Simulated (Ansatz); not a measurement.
# k-point convergence of GW for Si3N4 (P6_3/m), part 2 of 2

How dense a mesh does GW need for Si3N4 (P6_3/m), and how does the time grow?

Ansatz 0.2.0; G0W0 on PBE, plane waves, PAW; PAW set soft_1. Known limits of the many-body steps: not at the basis limit; coarse k mesh.

So far. Step 4 (The 3×3×6 mesh): Against the run with 3×3×4 mesh, 330 empty bands, screening to 100 eV, PAW set soft_1 files, the gap moves by −0.09 eV, while the start moved by −0.07 eV. A band edge is found at another k point on this mesh.

## (5) The 6×6×6 mesh

The input, input.yaml:

```yaml
crystal:
  lattice:
    - [7.6044, 0.0, 0.0]
    - [-3.8022, 6.5856035805, 0.0]
    - [0.0, 0.0, 2.9063]
  atoms:
    - { symbol: Si, position: [0.768477, 0.174557, 0.25] }
    - { symbol: Si, position: [0.59392, 0.768477, 0.75] }
    - { symbol: Si, position: [0.825443, 0.59392, 0.25] }
    - { symbol: Si, position: [0.231523, 0.825443, 0.75] }
    - { symbol: Si, position: [0.40608, 0.231523, 0.25] }
    - { symbol: Si, position: [0.174557, 0.40608, 0.75] }
    - { symbol: "N", position: [0.0305, 0.33024, 0.25] }
    - { symbol: "N", position: [0.70026, 0.0305, 0.75] }
    - { symbol: "N", position: [0.66976, 0.70026, 0.25] }
    - { symbol: "N", position: [0.9695, 0.66976, 0.75] }
    - { symbol: "N", position: [0.29974, 0.9695, 0.25] }
    - { symbol: "N", position: [0.33024, 0.29974, 0.75] }
    - { symbol: "N", position: [0.6666666667, 0.3333333333, 0.25] }
    - { symbol: "N", position: [0.3333333333, 0.6666666667, 0.75] }
kpoints:
  mp_grid: { grid: [6, 6, 6] }
hamiltonian:
  xc: pbe
  pseudopotentials: { kind: paw, azcp: { folder: soft_1 } }
scf:
  occupations: { method: fixed }
gw:
  n_empty_bands: 330
  ecut_chi: 100
  qp_bands: [v4, c4]
  qp_kpoints: band_edges
  screening: { model: contour_deformation }
```

Command:

```
> ansatz run input.yaml --threads 3 --pin off --max-ram 92160MiB --backend cuda --events-out ev --progress --plain --runs-dir out --devices 1 --max-vram 13GiB
```

Numbers of over 12 decimals in the logs are rounded to 6 here.

Log:

```text
GPUs: using 1 of 1 available (devices: 1).
[...]
GPU FFT provider: cuFFT
GPU libraries: cuBLAS 13.8.2, cuFFT 12.4.0, cuSOLVER 12.3.4
Crystal: 14 atoms, lattice volume = 145.546 Å³
Basis set: ecut = 420 eV, 2823 PW (Γ)
Bands: 46, of which v1, the nominal top of the filled ones, is band 32 counted from 1 (31 counted from 0)
Symmetry: 12 space group operations
[...]
k-points: 32 of 216
[...]
0    36     13.1908    -8.2024    -4.3769   -13.5878  0.8285    14.2060    14.1992  root
[...]
31    33     13.3284    -7.9432    -4.3754   -13.2616  0.8296    14.2774    14.2714  root
    31    34     13.3284    -7.9432    -4.3754   -13.2616  0.8296    14.2774    14.2714  root
    31    35     14.1446    -6.9148    -4.3573   -12.1203  0.8310    14.9977    14.9927  root
    31    36     14.1446    -6.9148    -4.3573   -12.1203  0.8310    14.9977    14.9927  root
[key lines of the parts left out:]
SCF converged after 9 iterations
Free energy (F): -6901.771106 eV
Fermi energy:    8.296648 eV
```

Wall time 5.7 min (1 × NVIDIA H100 80GB HBM3 (shared by 6 runs) with 3 threads of AMD EPYC 7R13 (Zen 3), shared host); peak memory 2.2 GiB; 10 min of CPU time.

Numbers from this step:

```
bands summed                                 : 362
RPA ε∞ on this mesh (eigenvalues)            : 4.018, 4.018, 4.123
plane waves in the screening matrix          : 341
G0W0 gap on the mesh                         : 5.891 eV
k of the valence top                         : 0, 0, 0.1667
k of the conduction bottom                   : 0, 0, 0
starting gap on the mesh                     : 4.324 eV
least direct G0W0 gap on the computed points : 6.139 eV
```

Against the run with 3×3×6 mesh, 330 empty bands, screening to 100 eV, PAW set soft_1 files, the gap moves by +0.001 eV.

## (6) The 6×6×8 mesh

Edit input.yaml of step 5 so:

```diff
@@ -21,3 +21,3 @@
 kpoints:
-  mp_grid: { grid: [6, 6, 6] }
+  mp_grid: { grid: [6, 6, 8] }
 hamiltonian:
```

Log:

```text
GPUs: using 1 of 1 available (devices: 1).
[...]
GPU FFT provider: cuFFT
GPU libraries: cuBLAS 13.8.2, cuFFT 12.4.0, cuSOLVER 12.3.4
Crystal: 14 atoms, lattice volume = 145.546 Å³
Basis set: ecut = 420 eV, 2823 PW (Γ)
Bands: 46, of which v1, the nominal top of the filled ones, is band 32 counted from 1 (31 counted from 0)
Symmetry: 12 space group operations
[...]
k-points: 40 of 288
[...]
0    36     13.1907    -8.2138    -4.3676   -13.5881  0.8287    14.2041    14.1973  root
[...]
39    33     13.3283    -7.9423    -4.3756   -13.2616  0.8296    14.2780    14.2720  root
    39    34     13.3283    -7.9423    -4.3756   -13.2616  0.8296    14.2780    14.2720  root
    39    35     14.1445    -6.9149    -4.3569   -12.1204  0.8311    14.9982    14.9931  root
    39    36     14.1445    -6.9149    -4.3569   -12.1204  0.8311    14.9982    14.9931  root
[key lines of the parts left out:]
SCF converged after 9 iterations
Free energy (F): -6901.773496 eV
Fermi energy:    8.278530 eV
```

Run time: 6.5 min. Hardware: 1 × NVIDIA H100 80GB HBM3 (shared by 6 runs) with 3 threads; peak memory 2.6 GiB; 12 min of CPU time.

Numbers from this step:

| Quantity | Value |
| --- | --- |
| bands summed | 362 |
| RPA ε∞ on this mesh (eigenvalues) | 4.018, 4.018, 4.097 |
| plane waves in the screening matrix | 341 |
| G0W0 gap on the mesh | 5.910 eV |
| k of the valence top | 0, 0, 0.125 |
| k of the conduction bottom | 0, 0, 0 |
| starting gap on the mesh | 4.342 eV |
| least direct G0W0 gap on the computed points | 6.136 eV |

Against the run with 6×6×6 mesh, 330 empty bands, screening to 100 eV, PAW set soft_1 files, the gap moves by +0.019 eV. A band edge is found at another k point on this mesh.

## (7) The meshes together

Times are wall times on 1 × NVIDIA H100 80GB HBM3 (shared by 6 runs) with 3 threads of AMD EPYC 7R13 (Zen 3), shared host, good to a factor of about two.

| mesh | points | irreducible | start (eV) | G0W0 (eV) | shift (eV) | RPA ε∞ (mean) | time |
| --- | --- | --- | --- | --- | --- | --- | --- |
| 3×3×2 | 18 | 6 | 4.457 | 6.096 | +1.639 | 4.61 | 19 s |
| 3×3×4 | 36 | 9 | 4.394 | 5.982 | +1.587 | 4.11 | 17 s |
| 3×3×6 | 54 | 12 | 4.324 | 5.890 | +1.567 | 4.05 | 41 s |
| 6×6×6 | 216 | 32 | 4.324 | 5.891 | +1.567 | 4.05 | 5.7 min |
| 6×6×8 | 288 | 40 | 4.342 | 5.910 | +1.568 | 4.04 | 6.5 min |

## (8) Summary of results

```yaml
3x3x2: 6.096 eV (shift +1.639)
3x3x4: 5.982 eV (shift +1.587)
3x3x6: 5.890 eV (shift +1.567)
6x6x6: 5.891 eV (shift +1.567)
6x6x8: 5.910 eV (shift +1.568)
settings: PBE start, 330 empty bands, 100 eV
```

What this shows: The shift is +1.64 eV on 3×3×2 and +1.57 eV on 6×6×8. On 6×6×8 the edges lie at (0.000, 0.000, 0.125) and Γ, on 6×6×6 at (0.000, 0.000, 0.167) and Γ, so these two shifts belong to different pairs of states. The RPA ε∞ (mean) ranges from 4.04 to 4.61 and ends at 4.04; the coarsest mesh overstates it. The starting gap changes too, by 0.13 eV, since the meshes hold different points and converge the density differently. From 18 to 288 points the time grows 20-fold. Bands and cutoff are modest here, so the values stand off the basis limit.

[Paths, hosts, dates, memory and timing lines, banners, echoed tables and standing remarks are left out of the program output.]

[Logs are printed without paths, hosts, clocks, repeated set-up lines and the standing remarks that a program may print on its own settings, such as how far it seeks lower states.]

[Runs of the session that timed out or met a known fault of the program may be left out.]

[Cells called generated may have been cut or substituted from an entry of the Crystallography Open Database or the Materials Project.]

[Hosts, paths, dates, database ids (printed as entryN), source tags and the programs' standing remarks are cut or masked in the printed files.]
